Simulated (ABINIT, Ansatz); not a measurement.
# Cs2H6Pt (Fm-3m): one start, several treatments of the self-energy, part 2 of 2

How much does the gap of Cs2H6Pt (Fm-3m) depend on the approximation to the self-energy?

ABINIT 10.8.3; LDA and many-body steps on it, plane waves. Known limits of the many-body steps: not at the basis limit; no spin polarisation; d states lean on the start; no spin-orbit coupling; coarse k mesh.

So far. Step 5 (G0W0, von der Linden-Horsch plasmon pole): Against G0W0 in ABINIT (2×2×2 mesh, 140 bands, screening to 114.3 eV, Godby-Needs plasmon pole), the gap moves by +0.253 eV. Step 6 (G0W0, Hybertsen-Louie plasmon pole): Against G0W0 in ABINIT (2×2×2 mesh, 140 bands, screening to 114.3 eV, Godby-Needs plasmon pole), the gap moves by +0.168 eV.

### Step 7. One-shot Hartree-Fock

This step: one-shot Hartree-Fock on LDA, plane waves, norm-conserving pseudopotentials.

run.abi reads:

```
acell 3*1.0 Angstrom
rprim 
  0.000000000000 4.486174700000 4.486174700000
  4.486174700000 0.000000000000 4.486174700000
  4.486174700000 4.486174700000 0.000000000000
ntypat 3
znucl 55 1 78
natom 9
typat 1 1 2 2 2 2 2 2 3
xred 
  0.750000000000 0.750000000000 0.750000000000
  0.250000000000 0.250000000000 0.250000000000
  0.816861770000 0.816861770000 0.183138230000
  0.183138230000 0.816861770000 0.183138230000
  0.816861770000 0.183138230000 0.183138230000
  0.183138230000 0.183138230000 0.816861770000
  0.816861770000 0.183138230000 0.816861770000
  0.183138230000 0.816861770000 0.816861770000
  0.000000000000 0.000000000000 0.000000000000
pp_dirpath "pseudos"
pseudos "Cs.upf, H.upf, Pt.upf"
ecut 34
ngkpt 2 2 2
nshiftk 1
shiftk 0 0 0
kptopt 1
chksymbreak 0
istwfk *1
occopt 1
irdwfk 1
optdriver 4
nband 25
gwcalctyp 5
ecutsigx 34
symsigma 1
nkptgw 2
kptgw 
  0.5000000000 0.5000000000 0.0000000000
  0.0000000000 0.0000000000 0.0000000000
bdgw 
  20 23
  19 24
ixc_sigma 40
fftgw 31
indata_prefix "in"
outdata_prefix "out"
tmpdata_prefix "tmp"
```

Command:

```console
OMP_NUM_THREADS=1 mpirun -n 4 abinit run.abi > log
```

Numbers of over 12 decimals in the logs are rounded to 6 here.

Output:

```text
.Version 10.8.3 of ABINIT. v10.8.2 released Aug 2026.

 Symmetries : space group Fm -3 m (#225); Bravais cF (face-center cubic)
[... echo of the input left out ...]
== DATASET  1 ==================================================================
-   mpi_nproc: 4, omp_nthreads: 1 (-1 if OMP is not activated)

--- !DatasetInfo
iteration_state: {dtset: 1, }
dimensions: {natom: 9, nkpt: 3, mband: 25, nsppol: 1, nspinor: 1, nspden: 1, mpw: 11618, }
cutoff_energies: {ecut:  34.0, pawecutdg:  -1.0, }
[...]
Band     E0 <VxcDFT>   SigX SigC(E0)      Z dSigC/dE  Sig(E)    E-E0       E
[...]
23   4.998 -10.532  -6.242   0.000   1.000   0.000  -6.242   4.290   9.288
       24   4.998 -10.532  -6.242   0.000   1.000   0.000  -6.242   4.290   9.288

== END DATASET(S) ==============================================================
================================================================================

 -outvars: echo values of variables after computation  --------
           etotal      0.0000000000E+00
            nband          25
             nkpt           3
          spgroup         225
 [... the other variables as echoed above ...]

 Calculation completed.
```

Wall time 6.1 s (4 MPI ranks of Arm Neoverse V1, shared host); peak memory 0.39 GiB; 24 s of CPU time.

This step gave:

* quasiparticle gap on the points computed: 10.15 eV
* starting gap on the mesh: 3.620 eV
* k of the valence top: 0.5, 0.5, 0
* k of the conduction bottom: 0.5, 0.5, 0
* least direct quasiparticle gap on the computed points: 10.15 eV

Against G0W0 in ABINIT (2×2×2 mesh, 140 bands, screening to 114.3 eV, Godby-Needs plasmon pole), the gap moves by +4.423 eV.

### Step 8. Screening, 2×2×2 mesh, 140 bands, screening to 114.3 eV

This step: RPA screening on LDA, plane waves, norm-conserving pseudopotentials.

Edit run.abi of step 7 so:

```diff
@@ -30,16 +30,14 @@
 irdwfk 1
-optdriver 4
-nband 25
-gwcalctyp 5
-ecutsigx 34
-symsigma 1
-nkptgw 2
-kptgw 
-  0.5000000000 0.5000000000 0.0000000000
-  0.0000000000 0.0000000000 0.0000000000
-bdgw 
-  20 23
-  19 24
-ixc_sigma 40
-fftgw 31
+optdriver 3
+nband 140
+ecuteps 4.2
+inclvkb 2
+awtr 1
+symchi 1
+gwcalctyp 2
+nfreqre 16
+freqremax 40 eV
+nfreqim 8
+spmeth 1
+nomegasf 120
 indata_prefix "in"
```

Output:

```text
.Version 10.8.3 of ABINIT. v10.8.2 released Aug 2026.

 Symmetries : space group Fm -3 m (#225); Bravais cF (face-center cubic)
[... echo of the input left out ...]
== DATASET  1 ==================================================================
-   mpi_nproc: 4, omp_nthreads: 1 (-1 if OMP is not activated)

--- !DatasetInfo
iteration_state: {dtset: 1, }
dimensions: {natom: 9, nkpt: 3, mband: 140, nsppol: 1, nspinor: 1, nspden: 1, mpw: 11618, }
cutoff_energies: {ecut:  34.0, pawecutdg:  -1.0, }
electrons: {nelect:   4.20000000E+01, charge:   0.00000000E+00, occopt:   1.00000000E+00, tsmear:   1.00000000E-02, }

 SCREENING: Calculation of the susceptibility and dielectric matrices

 Based on a program developped by R.W. Godby, V. Olevano, G. Onida, and L. Reining.
 Incorporated in ABINIT by V. Olevano, G.-M. Rignanese, and M. Torrent.
.Using double precision arithmetic ; gwpc =  8

[... cell and pseudopotentials left out ...]
--------------------------------------------------------------------------------

 ==== K-mesh for the wavefunctions ====
 Number of points in the irreducible wedge :     3
[... list of points left out ...]
 Together with 48 symmetry operations and time-reversal symmetry
 yields     8 points in the full Brillouin Zone.

 ==== Q-mesh for the screening function ====
 Number of points in the irreducible wedge :     3
[... list of points left out ...]
 Together with 48 symmetry operations and time-reversal symmetry
 yields     8 points in the full Brillouin Zone.

 setmesh: FFT mesh size selected  =    45x   45x   45
          total number of points  =        91125

 vcoul_init : cutoff-mode = AUXILIARY_FUNCTION
 q-points for optical limit:   1
     1)      0.000010    0.000020    0.000030

- screening: taking advantage of time-reversal symmetry
- Maximum band index for partially occupied states nbvw = 21
- Remaining bands to be divided among processors   nbcw = 119
- Number of bands treated by each node ~29

 Number of electrons calculated from density =   42.0000; Expected =   42.0000
 average of density, n =  0.034466
 r_s =    1.9062
 omega_plasma =   17.9082 [eV]

 calculating chi0 at frequencies [eV] :
  1    0.000000E+00    0.000000E+00
  2    2.666667E+00    0.000000E+00
  3    5.333333E+00    0.000000E+00
[...]
23    0.000000E+00    4.560915E+01
 24    0.000000E+00    6.421817E+01

--------------------------------------------------------------------------------
  q-point number  1        q = ( 0.000000, 0.000000, 0.000000) [r.l.u.]
--------------------------------------------------------------------------------
[... chi0 elements left out ...]
  [... further frequencies ...]

 No. of calculated frequencies >  15, stop printing
 For q-point:  0.000010 0.000020 0.000030
  dielectric constant =   2.7841
  dielectric constant without local fields =   3.6185

  Average fulfillment of the sum rule on Im[epsilon] for q-point    1 :     65.27  [%]
[... wings left out ...]
  q-point number  2        q = ( 0.500000, 0.000000, 0.000000) [r.l.u.]
--------------------------------------------------------------------------------
[... chi0 elements left out ...]
  [... further frequencies ...]

 No. of calculated frequencies >  15, stop printing
  Average fulfillment of the sum rule on Im[epsilon] for q-point    2 :     72.79  [%]

 [... 1 further q-points ...]
```

It took 61 s on 4 MPI ranks; peak memory 4.2 GiB; 4.1 min of CPU time.

Numbers from this step:

- ε∞ with local fields, on this mesh, along the program's q direction: 2.784
- the same without local fields: 3.619
- plasma frequency: 17.91 eV
- plane waves in the screening matrix: 531

### Step 9. G0W0, contour deformation

This step: G0W0 on LDA, plane waves, norm-conserving pseudopotentials.

Edit run.abi of step 8 so:

```diff
@@ -30,14 +30,16 @@
 irdwfk 1
-optdriver 3
+optdriver 4
 nband 140
+gwcalctyp 2
+ecutsigx 34
+symsigma 1
+nkptgw 2
+kptgw 
+  0.5000000000 0.5000000000 0.0000000000
+  0.0000000000 0.0000000000 0.0000000000
+bdgw 
+  20 23
+  19 24
 ecuteps 4.2
-inclvkb 2
-awtr 1
-symchi 1
-gwcalctyp 2
-nfreqre 16
-freqremax 40 eV
-nfreqim 8
-spmeth 1
-nomegasf 120
+irdscr 1
 indata_prefix "in"
```

Output:

```text
.Version 10.8.3 of ABINIT. v10.8.2 released Aug 2026.

 Symmetries : space group Fm -3 m (#225); Bravais cF (face-center cubic)
[... echo of the input left out ...]
== DATASET  1 ==================================================================
-   mpi_nproc: 4, omp_nthreads: 1 (-1 if OMP is not activated)

--- !DatasetInfo
iteration_state: {dtset: 1, }
dimensions: {natom: 9, nkpt: 3, mband: 140, nsppol: 1, nspinor: 1, nspden: 1, mpw: 11618, }
cutoff_energies: {ecut:  34.0, pawecutdg:  -1.0, }
[...]
Band     E0 <VxcDFT>   SigX SigC(E0)      Z dSigC/dE  Sig(E)    E-E0       E
[...]
24   4.998 -10.532  -6.242  -2.380   0.834  -0.199  -8.939   1.593   6.591
       24   0.000   0.000   0.000   0.000   0.000   0.000   0.000   0.000   0.000

== END DATASET(S) ==============================================================
================================================================================

 -outvars: echo values of variables after computation  --------
           etotal      0.0000000000E+00
            nband         140
             nkpt           3
          spgroup         225
 [... the other variables as echoed above ...]

 Calculation completed.
```

Elapsed: 15 s, on 4 MPI ranks; peak memory 2.3 GiB; 59 s of CPU time.

Numbers from this step:

```yaml
g0w0_gap_on_the_points_computed: 5.692 eV
starting_gap_on_the_mesh: 3.620 eV
k_of_the_valence_top: 0.5, 0.5, 0
k_of_the_conduction_bottom: 0.5, 0.5, 0
least_direct_g0w0_gap_on_the_computed_points: 5.692 eV
```

Against G0W0 in ABINIT (2×2×2 mesh, 140 bands, screening to 114.3 eV, Godby-Needs plasmon pole), the gap moves by −0.035 eV.

### Step 10. Side by side

Times are wall times on 4 MPI ranks of Arm Neoverse V1, shared host, good to a factor of about two. A run's time includes the screening step that it read.

| run | mesh | bands | screening cutoff (eV) | DFT gap (eV) | gap on the mesh (eV) | direct (eV) | ε∞ used | time |
| --- | --- | --- | --- | --- | --- | --- | --- | --- |
| G0W0, Godby-Needs plasmon pole | 2×2×2 | 140 | 114.3 | 3.620 | 5.727 | 5.727 | 2.77 | 64 s |
| G0W0, von der Linden-Horsch plasmon pole | 2×2×2 | 140 | 114.3 | 3.620 | 5.980 | 5.980 | 2.77 | 56 s |
| G0W0, Hybertsen-Louie plasmon pole | 2×2×2 | 140 | 114.3 | 3.620 | 5.895 | 5.895 | 2.77 | 64 s |
| one-shot Hartree-Fock | 2×2×2 | - | - | 3.620 | 10.150 | 10.150 | - | 6.1 s |
| G0W0, contour deformation | 2×2×2 | 140 | 114.3 | 3.620 | 5.692 | 5.692 | 2.78 | 76 s |

### Step 11. What came out

```json
{
  "G0W0, Godby-Needs plasmon pole": "5.727 eV",
  "G0W0, von der Linden-Horsch plasmon pole": "5.980 eV",
  "G0W0, Hybertsen-Louie plasmon pole": "5.895 eV",
  "one-shot Hartree-Fock": "10.150 eV",
  "G0W0, contour deformation": "5.692 eV",
  "known limits": "not at the basis limit; no spin polarisation; d states lean on the start; no spin-orbit coupling; coarse k mesh"
}
```

G0W0, von der Linden-Horsch plasmon pole: +0.253 eV against G0W0, Godby-Needs plasmon pole. G0W0, Hybertsen-Louie plasmon pole: +0.168 eV against G0W0, Godby-Needs plasmon pole. One-shot Hartree-Fock: +4.423 eV against G0W0, Godby-Needs plasmon pole. G0W0, contour deformation: −0.035 eV against G0W0, Godby-Needs plasmon pole. Bare exchange alone opens the gap to 10.15 eV; against G0W0, correlation takes back 4.42 eV. Bands and cutoff are finite, so the gap is not at the basis limit. The miss can reach some tenths of an eV and take either sign; the mesh is an error of its own. In the first G0W0 run levels were corrected at 2 k points alone, so a gap called «on the mesh» is the least over those, and an edge elsewhere would be missed. The 2×2×2 mesh is coarse for this cell, which bears on the long-range parts of exchange and screening. The runs have no spin polarisation. For a closed low-spin shell that is the natural state; where a d or f shell is open it is a constraint, and the gap is then not the crystal's own. With d states at the gap, one-shot GW leans hard on its start. The many-body steps are scalar-relativistic: spin-orbit coupling is not in them.

[Paths, hosts, dates, memory and timing lines, banners, echoed tables and standing remarks are left out of the program output.]

[Logs are printed without paths, hosts, clocks, repeated set-up lines and the standing remarks that a program may print on its own settings, such as how far it seeks lower states.]

[Runs of the session that timed out or met a known fault of the program may be left out.]

[No measured gap is set beside runs whose start may be inverted or whose files or cutoffs have a known fault.]

[Hosts, paths, dates, database ids (printed as entryN), source tags and the programs' standing remarks are cut or masked in the printed files.]

[G0W0 gaps are taken among the corrected bands and points alone; a level outside them can change the order at an edge.]

[Where Ansatz stands beside ABINIT at settings called matched, ABINIT's density can come from a denser mesh and the files from another edition; pairs whose starting gaps differed by over 0.03 eV were left out, so agreement reads better than it is.]
